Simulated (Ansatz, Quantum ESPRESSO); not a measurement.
# Complex bands of KF, rock salt type, lattice constant set to 5.338 Å, part 3 of 4

How good a tunnel barrier is KF, rock salt type, lattice constant set to 5.338 Å?

Quantum ESPRESSO 7.5; plane-wave DFT, LDA, GBRV ultrasoft pseudopotentials; cross-check by Ansatz 0.2.0 with PAW datasets.

So far. Step 2 (Self-consistent run): The run needed 11 iterations to bring the estimated error under 1e-09 Ry.

The structure was built from a prototype and need not be the compound's stable phase.

## (3) Complex bands with pwcond.x (continued)

Level of this step: complex band structure by pwcond; plane-wave DFT, LDA, GBRV ultrasoft pseudopotentials (Quantum ESPRESSO).

K across = (1/2, 1/2) in the cell's reciprocal vectors; values within 0.0025 1/Å of each other count once, columns are sorted by size at each energy, a dash where no further value was kept. Table of Im kz of the slowest decaying states by energy, zero at the highest filled level of the SCF mesh:

```
energy (eV)  decay 1 (Å⁻¹)  decay 2 (Å⁻¹)  decay 3 (Å⁻¹)
      -2.10          0.573           1.15           2.14
      -1.80          0.539           1.11           2.12
      -1.50          0.498           1.06           2.10
      -1.20          0.444           1.01           2.08
      -0.90          0.369          0.932           2.06
      -0.60          0.241          0.825           2.04
      -0.30          0.597           2.02           2.30
       0.00          0.137          0.293          0.865
       0.30          0.316          0.575           1.00
       0.60          0.397          0.666           1.08
       0.90          0.449          0.713           1.13
       1.20          0.488          0.741           1.17
       1.50          0.517          0.757           1.21
       1.80           0.54          0.766           1.23
       2.10          0.558          0.769           1.25
       2.40          0.573          0.769           1.27
       2.70          0.585          0.765           1.28
       3.00          0.594          0.758           1.29
       3.30          0.601          0.748           1.30
       3.60          0.606          0.736           1.31
       4.20          0.611          0.705           1.32
       4.50          0.611          0.686           1.33
       4.80           0.61          0.665           1.33
       5.10          0.607          0.641           1.33
       5.40          0.603          0.615           1.33
       5.70          0.585          0.597           1.34
       6.00          0.551           0.59           1.34
       6.30          0.513          0.581           1.34
       6.60           0.47          0.571           1.34
       6.90          0.418          0.558           1.34
       7.20          0.357          0.544           1.34
       7.50          0.276          0.528           1.34
       8.10          0.486           1.29           1.35
       8.40          0.461           1.26           1.36
       8.70           0.43           1.23              -
       9.00          0.394           1.19           1.43
       9.30          0.348           1.15           1.41
       9.60          0.289           1.12           1.39
       9.90          0.201           1.08           1.37
```

K across = (1/4, 0) in the cell's reciprocal vectors; values within 0.0025 1/Å of each other count once, columns are sorted by size at each energy, a dash where no further value was kept. Im kz of the slowest decaying states against energy, zero at the highest filled level of the SCF mesh:

```
energy (eV)  decay 1 (Å⁻¹)  decay 2 (Å⁻¹)  decay 3 (Å⁻¹)
      -2.10          0.547           1.10           1.15
      -1.80          0.509           1.06           1.11
      -1.50           0.46           1.01           1.07
      -1.20          0.396          0.948           1.01
      -0.90          0.295          0.863          0.933
      -0.60          0.724          0.819           1.71
      -0.30          0.233          0.278          0.284
       0.00          0.122          0.282            0.6
       0.30          0.295          0.391          0.765
       0.60          0.367          0.456          0.826
       0.90          0.412          0.501          0.862
       1.20          0.443          0.536          0.887
       1.50          0.467          0.564          0.903
       1.80          0.484          0.586          0.915
       2.10          0.496          0.605          0.922
       2.40          0.505           0.62          0.926
       2.70           0.51          0.633          0.927
       3.00          0.513          0.643          0.926
       3.30          0.512          0.652          0.923
       3.60          0.509          0.659          0.919
       4.20          0.494          0.668          0.905
       4.50          0.482           0.67          0.896
       4.80          0.466          0.671          0.885
       5.10          0.446          0.671          0.874
       5.40          0.421           0.67           0.86
       5.70          0.389          0.668          0.846
       6.00          0.348          0.664           0.83
       6.30          0.293          0.659          0.812
       6.60          0.211          0.653          0.792
       6.90          0.644           0.77          0.819
       7.20          0.632          0.746          0.777
       7.50          0.613          0.715          0.719
       8.10          0.487          0.633          0.653
       8.40          0.353          0.613          0.697
       8.70          0.567          0.596          0.665
       9.00          0.089          0.512          0.578
       9.30          0.037          0.445          0.559
       9.60          0.349          0.538          0.546
       9.90          0.084          0.494          0.516
```

The program's own clock; routines nest. Time by routine:

```
     routine  wall time (s)  calls
      PWCOND          76.36      1
scatter_forw          45.87    164
      compbs          29.08    164
    compbs_2          27.71    164
       local           0.89      4
        init           0.51      1
       poten           0.07      1
```

## (4) Complex bands with pwcond.x, with nz1 = 11

How much does a setting matter? One run is repeated with a change.

Input file cbs.w.in:

```
&inputcond
  outdir = './out'
  prefixl = 'scf'
  band_file = 'cbs.w'
  ikind = 0
  ewind = 4.0
  epsproj = 1e-05
  nz1 = 11
  energy0 = 9.9
  denergy = -0.3
/
4
  0.00000000 0.00000000 1.00000000
  0.50000000 0.00000000 1.00000000
  0.50000000 0.50000000 1.00000000
  0.25000000 0.00000000 1.00000000
41
```

Run with:

```
$ OMP_NUM_THREADS=1 mpirun -n 2 pwcond.x -in cbs.w.in > cbs.w.out
```

The program printed:

```text
[banner, memory and clock lines left out]
Program PWCOND v.7.5 starts
[citation notice left out]

[...]
./out/scf.save/

     IMPORTANT: XC functional enforced from input :
     Exchange-correlation= PZ
                           (   1   1   0   0   0   0   0)
     Any further DFT definition will be discarded
     Please, verify this is what you really want

     Reading collected, re-writing distributed wavefunctions

===== INPUT FILE containing the left lead =====

     GEOMETRY:

     lattice parameter (alat)  =       7.1328  a.u.
     the volume                =     513.2185 (a.u.)^3
     the cross section         =      50.8774 (a.u.)^2
     l of the unit cell        =       1.4142 (alat)
     number of atoms/cell      =            4
     number of atomic types    =            2

     crystal axes: (cart. coord. in units of alat)
               a(1) = (  1.0000  0.0000  0.0000 )
               a(2) = (  0.0000  1.0000  0.0000 )
               a(3) = (  0.0000  0.0000  1.4142 )

   Cartesian axes

     site n.     atom                  positions (alat units)
          1        K      tau(  1)=(  0.0000  0.0000  1.4142  )
          2        F      tau(  2)=(  0.5000  0.5000  1.4142  )
          3        K      tau(  3)=(  0.5000  0.5000  0.7071  )
          4        F      tau(  4)=(  0.0000  0.0000  0.7071  )

     nr1s                      =           30
     nr2s                      =           30
     nr3s                      =           45
     nr1sx                     =           30
     nr2sx                     =           30
     nr3sx                     =           45
     nr1                       =           36
     nr2                       =           36
     nr3                       =           45
     nr1x                      =           36
     nr2x                      =           36
     nr3x                      =           45

 _______________________________
  Radii of nonlocal spheres:

     type       ibeta     ang. mom.          radius (alat units)
       K          1         0                    0.2839
       K          2         0                    0.2839
       K          3         1                    0.2839
       K          4         1                    0.2839
       K          5         2                    0.2839
       K          6         2                    0.2839
       F          1         0                    0.1979
       F          2         0                    0.1979
       F          3         1                    0.1979
       F          4         1                    0.1979
----- General information -----

----- Complex band structure calculation -----

     nrx                       =           30
     nry                       =           30
     nz1                       =           11

     energy0               =         9.9E+00
     denergy               =        -3.0E-01
     nenergy               =         41
     ecut2d                =         4.0E+01
     ewind                 =         4.0E+00
     epsproj               =         1.0E-05

     number of k_|| points=    4
                       cryst. coord.
        k(    1) = (   0.0000000   0.0000000), wk =   0.2500000
        k(    2) = (   0.5000000   0.0000000), wk =   0.2500000
        k(    3) = (   0.5000000   0.5000000), wk =   0.2500000
        k(    4) = (   0.2500000   0.0000000), wk =   0.2500000
----- Information about left lead -----

     nocros                   =           26
     noins                    =           26
     norb                     =           78
     norbf                    =           78
     nrz                      =           45

      iorb      type   ibeta   ang. mom.   m       position (alat)
        1        1       1        0        1   taunew(   1)=(  0.0000  0.0000  0.0000)
        2        1       2        0        1   taunew(   2)=(  0.0000  0.0000  0.0000)
[...]
78        2       4        1        3   taunew(  78)=(  0.5000  0.5000  1.4142)
    k slab    z(k)  z(k+1)     crossing(iorb=1,norb)
    1   0.0000 0.0314 0.0314   111111111111111111111111110000000000000000000000000000000000000000000000000000
    2   0.0314 0.0629 0.0314   111111111111111111111111110000000000000000000000000000000000000000000000000000
[...]
45   1.3828 1.4142 0.0314   000000000000000000000000000000000000000000000000000011111111111111111111111111
 ngper, shell number =          161          25
 ngper, n2d =          161          87
---  E-Ef =    9.9000000  k =    0.0000000   0.0000000
---  ie =          1  ik =          1
 Nchannels of the left tip =            2
 Right moving states:
   k1(2pi/a)   k2(2pi/a)   E-Ef (eV)
  -0.1061175  -0.0000000   9.9000000
  -0.2634880   0.0000000   9.9000000
 Left moving states:
   k1(2pi/a)   k2(2pi/a)   E-Ef (eV)
   0.1061175  -0.0000000   9.9000000
   0.2634880   0.0000000   9.9000000

---  E-Ef =    9.6000000  k =    0.0000000   0.0000000
---  ie =          2  ik =          1
 Nchannels of the left tip =            2
 Right moving states:
   k1(2pi/a)   k2(2pi/a)   E-Ef (eV)
  -0.1695783  -0.0000000   9.6000000
  -0.3357801   0.0000000   9.6000000
 Left moving states:
   k1(2pi/a)   k2(2pi/a)   E-Ef (eV)
   0.1695783  -0.0000000   9.6000000
   0.3357801   0.0000000   9.6000000
[... further energies and points left out ...]
---  E-Ef =   -1.8000000  k =    0.2500000   0.0000000
---  ie =         40  ik =          4
 Nchannels of the left tip =            0
 Right moving states:
   k1(2pi/a)   k2(2pi/a)   E-Ef (eV)
 Left moving states:
   k1(2pi/a)   k2(2pi/a)   E-Ef (eV)

---  E-Ef =   -2.1000000  k =    0.2500000   0.0000000
---  ie =         41  ik =          4
 Nchannels of the left tip =            0
 Right moving states:
   k1(2pi/a)   k2(2pi/a)   E-Ef (eV)
 Left moving states:
   k1(2pi/a)   k2(2pi/a)   E-Ef (eV)

[...]
```

It took 87 s on 2 MPI ranks of Intel Xeon Platinum 8375C at 2.90GHz (Ice Lake), shared host; peak memory 0.14 GiB; 2.9 min of CPU time.

Beside the run it was changed from:

```
                                       quantity  this run  unchanged run  difference
peak of the smallest κ at the zone centre (Å⁻¹)     0.456          0.456           0
       peak of the smallest κ at (1/2, 0) (Å⁻¹)     0.605          0.605           0
     peak of the smallest κ at (1/2, 1/2) (Å⁻¹)     0.611          0.611           0
                                  wall time (s)        87             77
```

The physical values in this table stay within 0.05 %.

## (5) Complex band structure, with ikind = 1

One more run, with a changed input.

Input file cbs.bad.in:

```
&inputcond
  outdir = './out'
  prefixl = 'scf'
  tran_file = 'cbs.bad.dat'
  ikind = 1
  ewind = 4.0
  epsproj = 1e-05
  nz1 = 7
  energy0 = 9.9
  denergy = -0.3
/
4
  0.00000000 0.00000000 1.00000000
  0.50000000 0.00000000 1.00000000
  0.50000000 0.50000000 1.00000000
  0.25000000 0.00000000 1.00000000
41
```

Run with:

```
$ OMP_NUM_THREADS=1 mpirun -n 2 pwcond.x -in cbs.bad.in > cbs.bad.out
```

The program printed:

```text
[banner, memory and clock lines left out]
Program PWCOND v.7.5 starts

          URL

     ./out/scf.save/

     IMPORTANT: XC functional enforced from input :
     Exchange-correlation= PZ
                           (   1   1   0   0   0   0   0)
     Any further DFT definition will be discarded
     Please, verify this is what you really want

     Reading collected, re-writing distributed wavefunctions

===== INPUT FILE containing the left lead =====

     GEOMETRY:

     lattice parameter (alat)  =       7.1328  a.u.
     the volume                =     513.2185 (a.u.)^3
     the cross section         =      50.8774 (a.u.)^2
     l of the unit cell        =       1.4142 (alat)
     number of atoms/cell      =            4
     number of atomic types    =            2

     crystal axes: (cart. coord. in units of alat)
               a(1) = (  1.0000  0.0000  0.0000 )
               a(2) = (  0.0000  1.0000  0.0000 )
               a(3) = (  0.0000  0.0000  1.4142 )

   Cartesian axes

     site n.     atom                  positions (alat units)
          1        K      tau(  1)=(  0.0000  0.0000  1.4142  )
          2        F      tau(  2)=(  0.5000  0.5000  1.4142  )
          3        K      tau(  3)=(  0.5000  0.5000  0.7071  )
          4        F      tau(  4)=(  0.0000  0.0000  0.7071  )

     nr1s                      =           30
     nr2s                      =           30
     nr3s                      =           45
     nr1sx                     =           30
     nr2sx                     =           30
     nr3sx                     =           45
     nr1                       =           36
     nr2                       =           36
     nr3                       =           45
     nr1x                      =           36
     nr2x                      =           36
     nr3x                      =           45

 _______________________________
  Radii of nonlocal spheres:

     type       ibeta     ang. mom.          radius (alat units)
       K          1         0                    0.2839
       K          2         0                    0.2839
       K          3         1                    0.2839
       K          4         1                    0.2839
       K          5         2                    0.2839
       K          6         2                    0.2839
       F          1         0                    0.1979
       F          2         0                    0.1979
       F          3         1                    0.1979
       F          4         1                    0.1979

 %%%%%%%%%%%%%%%%%%%%%%%%%%%%%%%%%%%%%%%%%%%%%%%%%%%%%%%%%%%%%%%%%%%%%%%%%%%%%%
     Error in routine do_cond (1):
     different cut-offs on left lead and scattering region
 %%%%%%%%%%%%%%%%%%%%%%%%%%%%%%%%%%%%%%%%%%%%%%%%%%%%%%%%%%%%%%%%%%%%%%%%%%%%%%

     stopping ...
[the rest left out]
```

Run time: 1.1 s. Hardware: 2 MPI ranks; peak memory 0.09 GiB.

The program refused the input before any cycle.

The fault put into the input: a transmission asked without a scattering region (inputcond.ikind = 1).

The message: “do_cond (1): different cut-offs on left lead and scattering region”. ikind = 1 needs a scattering region, which this input doesn't give; ikind = 0 solves the crystal alone.

(Part 3 of 4 ends here.)

[Logs are printed without paths, hosts, clocks, repeated set-up lines and the standing remarks that a program may print on its own settings, such as how far it seeks lower states.]

[Hosts, paths, dates, database ids (printed as entryN), source tags and the programs' standing remarks are cut or masked in the printed files.]

[Maps of the electrostatic potential energy from Ansatz leave out the sawtooth potential of an applied field or a dipole correction, so their vacuum need not be flat; planar profiles and work functions include it.]
